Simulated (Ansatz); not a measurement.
The compound is Rb2LiCoBr6 (double perovskite) (Fm-3m).

The structure was built from a prototype and need not be the compound's stable phase.

It takes space group Fm-3m (No. 225, cubic). The conventional cell has a = 10.002 Å, b = 10.002 Å, c = 10.002 Å, α = 90.00°, β = 90.00°, γ = 90.00°. Nearest to Rb lie 12 Br at 3.54 Å. Co has 6 Br at 2.37 Å nearest. Nearest to Li lie 6 Br at 2.63 Å. Nearest to Br lie 1 Co at 2.37 Å and 1 Li at 2.63 Å and 4 Rb at 3.54 Å. Farther neighbours and most contacts between anions are not listed.

```xyz
10
Lattice="5.0009 0.0000 5.0009 5.0009 5.0009 0.0000 0.0000 5.0009 5.0009" Properties=species:S:1:pos:R:3 pbc="T T T"
Rb    2.5005    2.5005    2.5005
Rb    7.5014    7.5014    7.5014
Co    0.0000    0.0000    0.0000
Li    5.0009    5.0009    5.0009
Br    2.3664    5.0009    5.0009
Br    7.6355    5.0009    5.0009
Br    5.0009    5.0009    2.3664
Br    5.0009    5.0009    7.6355
Br    5.0009    2.3664    5.0009
Br    5.0009    7.6355    5.0009
```

The structure was relaxed with LDA. The structure type comes from a generator and need not be one that this composition takes. The structure was generated from a model, not taken from a measurement. The runs that relaxed it are not among those shown. The program's search for lower electronic states was switched off, so nothing shows that the state found is the lowest. PAW set soft_2, made with PBE.

A constrained-RPA run (Ansatz 0.2.0; non-magnetic LDA; Co eg, bands c1 to c2, 2×2×2 mesh, medium accuracy) builds 2 functions on bands 1.1 eV wide, with 0.0 electrons in the window. The bare on-site interaction is 12.1 eV and the bare J 0.51 eV.

**Question.** Estimate U, U′ and J.

On the Co eg shell, U = 1.89 eV (16 % of the bare value), U′ = 1.29 eV, J = 0.30 eV.

The parent state is non-magnetic and the interaction static (zero frequency); U depends on the window and the orbitals, so it belongs to this model alone. Coarse meshes can leave U off its limit, most where the target bands are metallic.

[Paths, hosts, dates, memory and timing lines, banners, echoed tables and standing remarks are left out of the program output.]

[Logs are printed without paths, hosts, clocks, repeated set-up lines and the standing remarks that a program may print on its own settings, such as how far it seeks lower states.]

[Runs of the session that timed out or met a known fault of the program may be left out.]

[Hosts, paths, dates, database ids (printed as entryN), source tags and the programs' standing remarks are cut or masked in the printed files.]
